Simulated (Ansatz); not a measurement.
In doubt: masses and optical values from hybrid runs of this build are listed as unsure (in some of the runs), which bears on the screening that GW takes from such a start.

System: Ga2O3 (C2/m).

The structure is monoclinic, space group C2/m (No. 12). Conventional cell: a = 12.214 Å, b = 3.037 Å, c = 5.798 Å, α = 90.00°, β = 103.83°, γ = 90.00°. Ga has 4 O at 1.83 to 1.86 Å nearest. Nearest to Ga lie 6 O at 1.94 to 2.07 Å. Nearest to O lie 3 Ga at 1.83 to 1.94 Å. Nearest to O lie 4 Ga at 1.86 to 2.07 Å. Nearest to O lie 3 Ga at 1.83 to 1.94 Å. Farther neighbours and most contacts between anions are not listed.

```xyz
10
Lattice="6.1070 -1.5186 0.0000 6.1070 1.5186 0.0000 -1.3860 0.0000 5.6300" Properties=species:S:1:pos:R:3 pbc="T T T"
Ga    0.0041    0.0000    4.4736
Ga   10.8240    0.0000    1.1564
Ga    7.6096    0.0000    1.7679
Ga    3.2184    0.0000    3.8621
O     1.8570    0.0000    0.6182
O     8.9710    0.0000    5.0118
O     1.3361    0.0000    3.1708
O     9.4919    0.0000    2.4592
O     5.7013    0.0000    1.4447
O     5.1267    0.0000    4.1853
```

The cell and positions come from the Crystallography Open Database and are kept as given unless a step says otherwise. PAW set soft_2, made with PBE.

Gaps computed with Ansatz 0.2.0 without a self-energy: HSE06 4.24 eV and r2SCAN 3.08 eV.

Question: Estimate the G0W0@HSE06 gap with 6×6×4 mesh, 572 empty bands, screening to 180 eV, default PAW files.

About 5.18 eV: on its mesh the run moves the gap from 4.26 eV by +0.93 eV, and the mesh misses the edges by 0.02 eV. Among the scalar-relativistic levels given, HSE06 is nearest (−0.94 eV). Bands and cutoff are finite, so the gap is not at the basis limit. The miss can reach some tenths of an eV and take either sign; the mesh is an error of its own. The many-body steps are scalar-relativistic: spin-orbit coupling is not in them.

[Paths, hosts, dates, memory and timing lines, banners, echoed tables and standing remarks are left out of the program output.]

[Logs are printed without paths, hosts, clocks, repeated set-up lines and the standing remarks that a program may print on its own settings, such as how far it seeks lower states.]

[Runs of the session that timed out or met a known fault of the program may be left out.]

[Cells called generated may have been cut or substituted from an entry of the Crystallography Open Database or the Materials Project.]

[Hosts, paths, dates, database ids (printed as entryN), source tags and the programs' standing remarks are cut or masked in the printed files.]
